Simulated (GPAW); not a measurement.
Consider Mg3VO4 (Pm-3m).

```xyz
16
Lattice="4.3091 4.3091 0.0000 0.0000 4.3091 4.3091 4.3091 0.0000 4.3091" Properties=species:S:1:pos:R:3 pbc="T T T"
V     0.0000    0.0000    0.0000
V     4.3091    4.3091    4.3091
Mg    2.1546    2.1546    0.0000
Mg    2.1546    2.1546    4.3091
Mg    2.1546    0.0000    2.1546
Mg    2.1546    4.3091    2.1546
Mg    0.0000    2.1546    2.1546
Mg    4.3091    2.1546    2.1546
O     4.3091    2.1546    4.3091
O     4.3091    6.4637    4.3091
O     4.3091    4.3091    2.1546
O     4.3091    4.3091    6.4637
O     2.1546    2.1546    2.1546
O     6.4637    6.4637    6.4637
O     2.1546    4.3091    4.3091
O     6.4637    4.3091    4.3091
```

Absorber: atom 13, with 6 Mg at 2.15 Å (octahedral, site symmetry m-3m). Method: GPAW, LDA + U (V 3 eV), full core hole (charged cell), 16-atom cell with 6.1 Å between holes, 4×4×4 k points, dipole transitions, Gaussian full width 0.9 eV up to 4 eV, rising linearly to 3.5 eV at 25 eV.

**Question.** Where do the maxima of the O K edge fall?

Main maxima up to 24 eV above the zero (height): 5.1 eV (3.04), 7.2 eV (2.91), 14.9 eV (0.82) and 22.0 eV (1.27). A K edge sees empty p states on the absorber. The total-energy difference plus the lowest empty eigenvalue puts the zero at 526.33 eV. The functional and the charged cell's background leave an error in such absolute values: in the free atom LDA prices this hole 4.1 eV below PBE (computed apart), and PBE is itself good to a few eV.

The O K spectrum (energy from the lowest empty level; intensity scaled to a mean of 1 over the first 20 eV):

```tsv
E (eV)	intensity
-2.0	0.00
-1.5	0.00
-1.0	0.00
-0.5	0.00
0.0	0.00
0.5	0.05
1.0	0.12
1.5	0.19
2.0	0.44
2.5	0.67
3.0	1.17
3.5	1.77
4.0	1.95
4.5	2.50
5.0	3.01
5.5	2.81
6.0	2.10
6.5	2.13
7.0	2.83
7.5	2.67
8.0	1.73
8.5	0.93
9.0	0.54
9.5	0.39
10.0	0.33
10.5	0.29
11.0	0.27
11.5	0.29
12.0	0.38
12.5	0.50
13.0	0.62
13.5	0.71
14.0	0.78
14.5	0.82
15.0	0.82
15.5	0.80
16.0	0.74
16.5	0.64
17.0	0.55
17.5	0.49
18.0	0.49
18.5	0.53
19.0	0.62
19.5	0.76
20.0	0.92
20.5	1.07
21.0	1.18
21.5	1.25
22.0	1.27
22.5	1.25
23.0	1.20
23.5	1.12
24.0	1.02
24.5	0.91
25.0	0.78
25.5	0.65
26.0	0.55
26.5	0.46
27.0	0.40
27.5	0.37
28.0	0.37
28.5	0.39
29.0	0.43
29.5	0.49
30.0	0.55
30.5	0.62
31.0	0.66
31.5	0.68
```

The hole lies in one spin channel, while the script sums the empty states of both and takes the lower zero; where the two channels are split, this blurs and shifts the curve. The crystal has 2 inequivalent O sites and not all are shown here, while a measurement adds them all. The spins start antiferromagnetically in a simple order, which needn't be the measured one; gap and edge can depend on it. The holes are only 6.1 Å apart, so the shape is probably not converged with cell size; no larger cell was run here. The mesh is coarse (0.32 Å⁻¹ between points), so small maxima may be mesh ripples. Lifetime broadening is put in by hand, and intensities beyond about 20 eV depend on it and on the partial waves. The structure is a computed Materials Project entry and may be a hypothetical form.

[Banner, clock and machine lines of the logs are left out without a mark of their own.]

[Logs are printed without paths, hosts, clocks, repeated set-up lines and the standing remarks that a program may print on its own settings, such as how far it seeks lower states.]

[Hosts, paths, dates, database ids (printed as entryN), source tags and the programs' standing remarks are cut or masked in the printed files.]

[Lists of maxima count a maximum above −3 eV only where it reaches 4 % of the highest in the window and stands out from its surroundings by 2 % of it (1.5 % where it reaches 55 %); shoulders and weaker maxima are passed over, and of the rest the first, up to two pre-edge ones and the few strongest are named.]
